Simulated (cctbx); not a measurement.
**YVIr2: precision against data quality**

Space group P6_3/mmc (no. 194), a = 4.2750 Å, b = 4.2750 Å, c = 8.9040 Å, α = 90.00°, β = 90.00°, γ = 120.00°.

```
atom  mult.    x    y       z  Ueq (Å²)
 Ir1      4  1/3  2/3  0.5758    0.0060
  Y1      2  2/3  1/3     3/4    0.0069
  V1      2    0    0       0    0.0086
```

The model is made up (kin elements in a known structure type, no relaxation), so it says nothing on whether the phase exists.

Five simulated data sets (cctbx; Mo Kα, λ = 0.71073 Å; 3 % proportional error) differ in resolution or exposure (noise floor 4 counts in the first three, 8 in the last two). Each is refined with the right model, isotropic at 1.1 Å and anisotropic otherwise. How do the figures of merit and the uncertainties move?

| d min (Å) | top counts | ⟨I/σ⟩ (unmerged, absences included) | unique | param. (scale apart) | Rint | R1 | GooF | largest s.u. xyz (fractional) | s.u. U of V1 (Å²) | largest error (Å) |
| --- | --- | --- | --- | --- | --- | --- | --- | --- | --- | --- |
| 1.1 | 5000 | 11.6 | 33 | 4 | 0.029 | 0.0057 | 0.90 | 0.00009 | 0.0011 | 0.0006 |
| 0.84 | 5000 | 10.3 | 66 | 7 | 0.037 | 0.0079 | 0.87 | 0.00007 | 0.0007 | 0.0008 |
| 0.6 | 5000 | 8.5 | 161 | 7 | 0.045 | 0.0098 | 0.98 | 0.00003 | 0.0003 | 0.0004 |
| 0.75 | 300 | 1.7 | 87 | 7 | 0.267 | 0.0396 | 1.01 | 0.00087 | 0.0049 | 0.0028 |
| 0.75 | 3000 | 7.1 | 87 | 7 | 0.054 | 0.0123 | 1.01 | 0.00012 | 0.0010 | 0.0004 |

The number of reflections grows roughly as 1/d³: 33, 66 and 161 here. R1 follows the noise rather than the truth: at 300 counts it is 0.0396, at 3000 counts 0.0123, while GooF is 1.01 and 1.01: the weights 1/σ² carry the noise. The s.u. of U (U11 where anisotropic) for V1 goes 0.0011, 0.0007, 0.0003 Å² with resolution and 0.0049, 0.0010 Å² with exposure.

Hardware for the 0.6 Å refinement: 0.9 s on 1 thread of Arm Neoverse N1, with other jobs on the host, peak memory 0.09 GiB.

[Logs are printed without paths, hosts, clocks, repeated set-up lines and the standing remarks that a program may print on its own settings, such as how far it seeks lower states.]
